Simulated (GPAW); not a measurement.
# STM contrast on a 8-layer slab of Mo(100)

What would a tunnelling microscope show on a 8-layer slab of Mo(100)?

Calculated with GPAW 26.7.0; GPAW, PAW setups; slab in vacuum, relaxation, in the first sound run; inputs show where later runs differ.

### Step 1. The starting structure

The cell holds 8 atoms: 8 Mo. Cell: a = 3.150 Å, b = 3.150 Å, c = 25.025 Å, α = 90.0°, β = 90.0°, γ = 90.0°. Vacuum lies along c.

### Step 2. Relaxation

Forces are removed first; all later runs use this geometry. The lowest 4 atoms are held at bulk positions and keep their forces.

Input file run.py:

```python
import json
import numpy as np
from ase import Atoms
from ase.constraints import FixAtoms
from ase.optimize import BFGS
from gpaw import GPAW, PW

slab = Atoms(
    ['Mo', 'Mo', 'Mo', 'Mo', 'Mo', 'Mo', 'Mo', 'Mo'],
    positions=[
        [1.57500, 1.57500, 7.00000],
        [0.00000, 0.00000, 8.57500],
        [1.57500, 1.57500, 10.15000],
        [0.00000, 0.00000, 11.72500],
        [1.57500, 1.57500, 13.30000],
        [0.00000, 0.00000, 14.87500],
        [1.57500, 1.57500, 16.45000],
        [0.00000, 0.00000, 18.02500]],
    cell=[[3.15, 0.0, 0.0], [0.0, 3.15, 0.0], [0.0, 0.0, 25.025]],
    pbc=[True, True, False])

slab.calc = GPAW(mode=PW(400), xc='PBE', kpts={'size': (10, 10, 1), 'gamma': True},
                 occupations={'name': 'fermi-dirac', 'width': 0.1}, nbands='160%',
                 convergence={'density': 1e-05}, maxiter=200,
                 poissonsolver={'dipolelayer': 'xy'},
                 symmetry={'tolerance': 1e-3, 'extra_ids': [1, 1, 1, 1, 0, 0, 0, 0]}, txt='slab.txt')
result = {}
slab.set_constraint(FixAtoms([0, 1, 2, 3]))
path = []
opt = BFGS(slab, maxstep=0.2)
opt.attach(lambda: path.append((slab.get_potential_energy(), slab.positions.tolist(), slab.get_forces().tolist())))
result['relaxed'] = bool(opt.run(fmax=0.03, steps=40))
result['path'] = path
energy = slab.get_potential_energy()
fermi = slab.calc.get_fermi_level()
v = slab.calc.get_electrostatic_potential().mean((0, 1)) - fermi
n = slab.calc.get_pseudo_density().mean((0, 1))
L = slab.cell[2, 2]
z = np.arange(len(v)) * L / len(v)
low, high = slab.positions[:, 2].min(), slab.positions[:, 2].max()
below, above = np.interp([low - 4.8, high + 4.8], z, v)
slopes = [np.interp(x, z, np.gradient(v, z)) for x in (low - 4.8, high + 4.8)]
eps = np.array([[slab.calc.get_eigenvalues(k, s) for k in range(len(slab.calc.get_ibz_k_points()))]
                for s in range(slab.calc.get_number_of_spins())]) - fermi
top, bottom = eps[eps < 0].max(), eps[eps > 0].min()
dipole = slab.get_dipole_moment()[2]
print(f'energy {energy:.4f} eV, Fermi level {fermi:.4f} eV, dipole {dipole:.5f} e A')
print(f'potential 4.8 A off the faces, from the Fermi level: lower {below:.4f} eV, upper {above:.4f} eV')
print(f'slope of the potential there: lower {slopes[0]:.5f}, upper {slopes[1]:.5f} eV/A')
print(f'nearest levels on the mesh: {top:.4f} and {bottom:.4f} eV')
print('magnetic moment', round(slab.get_magnetic_moment(), 3))
result.update(energy=energy, fermi=fermi, dipole=dipole, below=below, above=above, slopes=slopes, edges=[top, bottom],
              z=z.tolist(), v=v.tolist(), n=n.tolist(), positions=slab.positions.tolist(),
              forces=slab.get_forces(apply_constraint=False).tolist(), moments=slab.get_magnetic_moments().tolist())
json.dump(result, open('result.json', 'w'))
```

Launch:

```sh
OMP_NUM_THREADS=1 OPENBLAS_NUM_THREADS=1 python run.py
```

The log of the run:

```text
Step          Energy          fmax
BFGS:    0      -85.739625        1.391378
BFGS:    1      -85.789780        1.166172
BFGS:    2      -85.872991        0.554752
BFGS:    3      -85.881963        0.228183
BFGS:    4      -85.883151        0.182058
BFGS:    5      -85.885081        0.061662
BFGS:    6      -85.885161        0.031099
BFGS:    7      -85.885198        0.028374
energy -85.7546 eV, Fermi level 4.9038 eV, dipole 0.00316 e A
potential 4.8 A off the faces, from the Fermi level: lower 3.9019 eV, upper 3.8482 eV
slope of the potential there: lower -0.00263, upper 0.00247 eV/A
nearest levels on the mesh: -0.0071 and 0.0061 eV
magnetic moment 0.0
```

Wall time 35 min (1 thread of Arm Neoverse V2, shared host); peak memory 0.37 GiB.

The steps of the relaxation:

```tsv
step	energy less that of the first step (eV)	largest force (eV/Å)
1	0.0000	1.3914
2	-0.0512	1.1662
3	-0.1385	0.5548
4	-0.1468	0.2282
5	-0.1482	0.1821
6	-0.1507	0.0617
7	-0.1507	0.0311
8	-0.1507	0.0284
```

The atoms that moved most (Å):

```tsv
atom	dx	dy	dz	length
Mo8	0.000	0.000	-0.107	0.107
Mo7	0.000	0.000	0.082	0.082
Mo5	0.000	0.000	0.037	0.037
Mo6	0.000	0.000	0.008	0.008
```

The relaxed structure:

```cif
data_structure
_symmetry_space_group_name_H-M 'P 1'
_symmetry_Int_Tables_number 1
_cell_length_a 3.1500
_cell_length_b 3.1500
_cell_length_c 25.0250
_cell_angle_alpha 90.000
_cell_angle_beta 90.000
_cell_angle_gamma 90.000
_cell_volume 248.31
loop_
_atom_site_label
_atom_site_type_symbol
_atom_site_fract_x
_atom_site_fract_y
_atom_site_fract_z
_atom_site_occupancy
Mo1 Mo 0.50000 0.50000 0.27972 1
Mo2 Mo 0.00000 0.00000 0.34266 1
Mo3 Mo 0.50000 0.50000 0.40559 1
Mo4 Mo 0.00000 0.00000 0.46853 1
Mo5 Mo 0.50000 0.50000 0.53295 1
Mo6 Mo 0.00000 0.00000 0.59473 1
Mo7 Mo 0.50000 0.50000 0.66061 1
Mo8 Mo 0.00000 0.00000 0.71600 1
```

Numbers from this step:

```
dipole along the normal                    : 0.003159 e·Å
levels nearest the Fermi level on the mesh : -0.007133, 0.006125 eV from the Fermi level
upper work function                        : 3.848 eV
lower work function                        : 3.902 eV
```

The electrostatic potential energy of an electron (without an applied field's), less the Fermi level, planar mean oscillates, so the rows of the table below give means over windows of 1.56 Å about each position, cut where the curve ends. Its maxima inside the range that stand out by 2 % of the span (Å: eV): 7.8: -7.36, 9.4: -7.90, 10.9: -7.76, 12.5: -7.22, 14.1: -8.23, 15.7: -6.82, 17.2: -10.7. Its minima: 7.0: -19.0, 8.6: -19.6, 10.1: -19.7, 11.7: -19.5, 13.3: -19.6, 14.9: -19.6, 16.6: -19.8, 17.9: -19.3.

The electrostatic potential energy of an electron (without an applied field's), less the Fermi level, planar mean by z; means over each step:

```tsv
z (Å)	electrostatic potential energy of an electron (without an applied field's), less the Fermi level, planar mean (eV)
0.78	3.90
2.34	3.90
3.90	3.83
5.46	1.92
7.02	-12.3
8.58	-13.4
10.14	-13.5
11.70	-13.4
13.26	-13.4
14.82	-13.4
16.38	-13.6
17.94	-13.0
19.50	2.10
21.06	3.79
22.62	3.85
24.18	3.85
```

The pseudo valence density, planar mean oscillates, so the rows of the table below give means over windows of 0.5 Å about each position, cut where the curve ends. Its maxima inside the range that stand out by 2 % of the span (Å: e/Å³): 7.09: 1.39, 8.55: 1.45, 10.22: 1.43, 11.68: 1.45, 13.35: 1.46, 14.81: 1.43, 16.47: 1.45, 17.93: 1.46. Its minima: 7.72: 0.500, 9.38: 0.482, 10.84: 0.500, 12.51: 0.460, 14.18: 0.511, 15.64: 0.442, 17.31: 0.640.

Table of pseudo valence density, planar mean by z; means over each step:

z (Å), pseudo valence density, planar mean (e/Å³) and a bar:
```
      2.5       0.00 
      3.0       0.00 
      3.5       0.00 
      4.0       0.00 
      4.5       0.00 
      5.0       0.01 
      5.5       0.04 #
      6.0       0.14 ###
      6.5       0.61 ##############
      7.0       1.25 #############################
      7.5       0.73 #################
      8.0       0.67 ###############
      8.5       1.26 #############################
      9.0       0.82 ###################
      9.5       0.59 ##############
     10.0       1.20 ############################
     10.5       0.94 ######################
     11.0       0.56 #############
     11.5       1.12 ##########################
     12.0       1.04 ########################
     12.5       0.53 ############
     13.0       0.96 ######################
     13.5       1.20 ############################
     14.0       0.60 ##############
     14.5       0.90 #####################
     15.0       1.23 #############################
     15.5       0.58 #############
     16.0       0.67 ###############
     16.5       1.29 ##############################
     17.0       0.85 ####################
     17.5       0.89 #####################
     18.0       1.24 #############################
     18.5       0.50 ############
     19.0       0.11 ###
     19.5       0.03 #
     20.0       0.01 
     20.5       0.00 
     21.0       0.00 
     21.5       0.00 
     22.0       0.00
```

The relaxation lowered the energy of the cell by 0.151 eV (energies extrapolated to zero smearing; the optimiser's log prints free energies). The largest force left on a free atom is 0.028 eV/Å.

### Step 3. The slab's potential

With the geometry fixed, the planar mean of the potential gives the vacuum level on each side.

This step: GPAW, PAW setups; slab in vacuum (GPAW 26.7.0).

run.py: that of step 2 with these lines changed.

```diff
@@ -3,4 +3,3 @@
 from ase import Atoms
-from ase.constraints import FixAtoms
-from ase.optimize import BFGS
+from ase.dft.stm import STM
 from gpaw import GPAW, PW
@@ -14,6 +13,6 @@
         [0.00000, 0.00000, 11.72500],
-        [1.57500, 1.57500, 13.30000],
-        [0.00000, 0.00000, 14.87500],
-        [1.57500, 1.57500, 16.45000],
-        [0.00000, 0.00000, 18.02500]],
+        [1.57500, 1.57500, 13.33707],
+        [0.00000, -0.00000, 14.88307],
+        [1.57500, 1.57500, 16.53178],
+        [0.00000, 0.00000, 17.91796]],
     cell=[[3.15, 0.0, 0.0], [0.0, 3.15, 0.0], [0.0, 0.0, 25.025]],
@@ -25,10 +24,4 @@
                  poissonsolver={'dipolelayer': 'xy'},
-                 symmetry={'tolerance': 1e-3, 'extra_ids': [1, 1, 1, 1, 0, 0, 0, 0]}, txt='slab.txt')
+                 symmetry={'tolerance': 1e-3}, txt='slab.txt')
 result = {}
-slab.set_constraint(FixAtoms([0, 1, 2, 3]))
-path = []
-opt = BFGS(slab, maxstep=0.2)
-opt.attach(lambda: path.append((slab.get_potential_energy(), slab.positions.tolist(), slab.get_forces().tolist())))
-result['relaxed'] = bool(opt.run(fmax=0.03, steps=40))
-result['path'] = path
 energy = slab.get_potential_energy()
@@ -54,2 +47,16 @@
               forces=slab.get_forces(apply_constraint=False).tolist(), moments=slab.get_magnetic_moments().tolist())
+
+# Images need the states of the whole zone, up to time reversal
+slab.calc = slab.calc.fixed_density(symmetry={'point_group': False}, txt='states.txt',
+                                    convergence={'bands': 'CBM+1.8'})
+stm = STM(slab)
+result['stm'] = []
+for bias in [-2.0, -1.0, 1.5]:
+    height = high + 3.5
+    current = stm.get_averaged_current(bias, height)
+    x, y, h = stm.scan(bias, current)
+    i, f = divmod(height / L * stm.ldos.shape[2], 1)
+    I = abs((1 - f) * stm.ldos[:, :, int(i)] + f * stm.ldos[:, :, int(i) + 1])
+    print(f'bias {bias} V: mean current at 3.5 A {current:.4e}, corrugation {np.ptp(h):.4f} A')
+    result['stm'].append(dict(bias=bias, current=current, h=(h - high).tolist(), I=I.tolist()))
 json.dump(result, open('result.json', 'w'))
```

The log of the run:

```text
energy -85.7546 eV, Fermi level 4.9038 eV, dipole 0.00293 e A
potential 4.8 A off the faces, from the Fermi level: lower 3.9016 eV, upper 3.8482 eV
slope of the potential there: lower -0.00250, upper 0.00239 eV/A
nearest levels on the mesh: -0.0072 and 0.0061 eV
magnetic moment 0.0
bias -2.0 V: mean current at 3.5 A 2.0784e-04, corrugation 0.0124 A
bias -1.0 V: mean current at 3.5 A 1.7171e-04, corrugation 0.0206 A
bias 1.5 V: mean current at 3.5 A 7.3921e-04, corrugation 0.1663 A
```

Run time: 13 min. Hardware: 1 thread; peak memory 0.82 GiB.

Numbers from this step:

```
dipole along the normal                    : 0.002928 e·Å
levels nearest the Fermi level on the mesh : -0.007162, 0.006114 eV from the Fermi level
corrugation -2                             : 0.01238 Å
corrugation -1                             : 0.02061 Å
corrugation 1.5                            : 0.1663 Å
```

The electrostatic potential energy of an electron (without an applied field's), less the Fermi level, planar mean oscillates, so the rows of the table below give means over windows of 1.56 Å about each position, cut where the curve ends. Its maxima inside the range that stand out by 2 % of the span (Å: eV): 7.8: -7.36, 9.4: -7.90, 10.9: -7.76, 12.5: -7.22, 14.1: -8.23, 15.7: -6.82, 17.2: -10.7. Its minima: 7.0: -19.0, 8.6: -19.6, 10.1: -19.7, 11.7: -19.5, 13.3: -19.6, 14.9: -19.6, 16.6: -19.8, 17.9: -19.3.

Table of electrostatic potential energy of an electron (without an applied field's), less the Fermi level, planar mean by z; means over each step:

z (Å), electrostatic potential energy of an electron (without an applied field's), less the Fermi level, planar mean (eV) and a bar from the least value:
```
     0.78        3.9 ##############################
     2.34        3.9 ##############################
     3.90        3.8 ##############################
     5.46        1.9 ###########################
     7.02      -12.3 ##
     8.58      -13.4 
    10.14      -13.5 
    11.70      -13.4 
    13.26      -13.4 
    14.82      -13.4 
    16.38      -13.6 
    17.94      -13.0 #
    19.50        2.1 ###########################
    21.06        3.8 ##############################
    22.62        3.8 ##############################
    24.18        3.9 ##############################
```

The pseudo valence density, planar mean oscillates, so the rows of the table below give means over windows of 1 Å about each position, cut where the curve ends. Its maxima inside the range that stand out by 2 % of the span (Å: e/Å³): 7.1: 1.39, 8.6: 1.45, 10.2: 1.43, 11.7: 1.45, 13.3: 1.46, 14.8: 1.43, 16.5: 1.45, 17.9: 1.46. Its minima: 7.7: 0.500, 9.4: 0.482, 10.8: 0.500, 12.5: 0.460, 14.2: 0.511, 15.6: 0.442, 17.3: 0.640.

Pseudo valence density, planar mean against z; means over each step:

```tsv
z (Å)	pseudo valence density, planar mean (e/Å³)
2	2.3e-5
3	2.1e-4
4	0.00176
5	0.0150
6	0.183
7	1.05
8	0.769
9	0.875
10	1.05
11	0.697
12	0.985
13	0.940
14	0.740
15	1.06
16	0.768
17	0.941
18	1.05
19	0.148
20	0.0122
21	0.00139
22	1.6e-4
23	1.9e-5
```

Tip height over the top atom over a1 and a2. Sample bias -2 V, constant current at the mean current 3.5 Å over the top atom.

Ten even steps from '0' (3.492 Å) to '9' (3.505 Å):
```
776678988987667
766666899866666
766654688645666
776543344334567
986433222233468
998632100123689
789842000024898
789842000024898
998632100123689
986433222233468
776543344334567
766654688645666
766666899866666
776678988987667
677779977997777
```
Columns: a1 from 0 to 0.933; rows upwards: a2 from 0 to 0.933.

Local density of states summed over the bias window over a1 and a2. Sample bias -2 V, constant height 3.5 Å over the top atom.

Values in units of 1e-4 arbitrary, 15 rows by 15 columns:
```
2.1 2.1 2.1 2.1 2.1 2.1 2.1 2.1 2.1 2.1 2.1 2.1 2.1 2.1 2.1
2.1 2.1 2.1 2.1 2.1 2.1 2.1 2.1 2.1 2.1 2.1 2.1 2.1 2.1 2.1
2.1 2.1 2.1 2.1 2.1 2.1 2.1 2.1 2.1 2.1 2.1 2.1 2.1 2.1 2.1
2.1 2.1 2.1 2.1 2.1 2.1 2.1 2.1 2.1 2.1 2.1 2.1 2.1 2.1 2.1
2.1 2.1 2.1 2.1 2.1 2.1 2.1 2.1 2.1 2.1 2.1 2.1 2.1 2.1 2.1
2.1 2.1 2.1 2.1 2.1 2.1 2.1 2.0 2.0 2.1 2.1 2.1 2.1 2.1 2.1
2.1 2.1 2.1 2.1 2.1 2.1 2.0 2.0 2.0 2.0 2.1 2.1 2.1 2.1 2.1
2.1 2.1 2.1 2.1 2.1 2.1 2.0 2.0 2.0 2.0 2.1 2.1 2.1 2.1 2.1
2.1 2.1 2.1 2.1 2.1 2.1 2.1 2.0 2.0 2.1 2.1 2.1 2.1 2.1 2.1
2.1 2.1 2.1 2.1 2.1 2.1 2.1 2.1 2.1 2.1 2.1 2.1 2.1 2.1 2.1
2.1 2.1 2.1 2.1 2.1 2.1 2.1 2.1 2.1 2.1 2.1 2.1 2.1 2.1 2.1
2.1 2.1 2.1 2.1 2.1 2.1 2.1 2.1 2.1 2.1 2.1 2.1 2.1 2.1 2.1
2.1 2.1 2.1 2.1 2.1 2.1 2.1 2.1 2.1 2.1 2.1 2.1 2.1 2.1 2.1
2.1 2.1 2.1 2.1 2.1 2.1 2.1 2.1 2.1 2.1 2.1 2.1 2.1 2.1 2.1
2.1 2.1 2.1 2.1 2.1 2.1 2.1 2.1 2.1 2.1 2.1 2.1 2.1 2.1 2.1
```
Columns: a1 from 0 to 0.933; rows upwards: a2 from 0 to 0.933.

Tip height over the top atom over a1 and a2. Sample bias -1 V, constant current at the mean current 3.5 Å over the top atom.

Ten even steps from '_' (3.485 Å) to '@' (3.506 Å):
```
@@@@@@@@@@@@@@@@@@@@@@@@@@@@@@
@@@@%%%%%%%%@@@@@@@@%%%%%%%%@@
@@@@%%##******%%%%******##%%@@
@@@@%%**++============++**%%@@
@@@@%%**==--::::::::--==**%%@@
@@@@@@**==::..____..::==**@@@@
%%@@@@%%==::________::==%%@@@@
%%@@@@%%==::________::==%%@@@@
@@@@@@**==::..____..::==**@@@@
@@@@%%**==--::::::::--==**%%@@
@@@@%%**++============++**%%@@
@@@@%%##******%%%%******##%%@@
@@@@%%%%%%%%@@@@@@@@%%%%%%%%@@
@@@@@@@@@@@@@@@@@@@@@@@@@@@@@@
@@@@@@@@@@@@@@%%%%@@@@@@@@@@@@
```
Columns: a1 from 0 to 0.933; rows upwards: a2 from 0 to 0.933.

Local density of states summed over the bias window over a1 and a2. Sample bias -1 V, constant height 3.5 Å over the top atom.

Ten even steps from '_' (1.67 × 1e-4 arbitrary) to '@' (1.74 × 1e-4 arbitrary):
```
@@@@@@@@@@@@@@%%%%@@@@@@@@@@@@
@@@@%%%%%%%%%%@@@@%%%%%%%%%%@@
@@@@%%##**++**####**++**##%%@@
@@@@%%**++----====----++**%%@@
@@@@%%++----::::::::----++%%@@
@@@@%%**--::..____..::--**%%@@
%%%%@@##==::________::==##@@%%
%%%%@@##==::________::==##@@%%
@@@@%%**--::..____..::--**%%@@
@@@@%%++----::::::::----++%%@@
@@@@%%**++----====----++**%%@@
@@@@%%##**++**####**++**##%%@@
@@@@%%%%%%%%%%@@@@%%%%%%%%%%@@
@@@@@@@@@@@@@@%%%%@@@@@@@@@@@@
@@@@@@@@@@@@@@%%%%@@@@@@@@@@@@
```
Columns: a1 from 0 to 0.933; rows upwards: a2 from 0 to 0.933.

Tip height over the top atom over a1 and a2. Sample bias 1.5 V, constant current at the mean current 3.5 Å over the top atom.

Ten even steps from '0' (3.41 Å) to '9' (3.57 Å):
```
999876555567899
998766544566789
887665433456678
776643322334667
666532111123566
555431100113455
554321000012345
554321000012345
555431100113455
666532111123566
776643322334667
887665433456678
998766544566789
999876555567899
999876555567899
```
Columns: a1 from 0 to 0.933; rows upwards: a2 from 0 to 0.933.

(Continued in part 2 of 2.)

[Logs are printed without paths, hosts, clocks, repeated set-up lines and the standing remarks that a program may print on its own settings, such as how far it seeks lower states.]

[Hosts, paths, dates, database ids (printed as entryN), source tags and the programs' standing remarks are cut or masked in the printed files.]
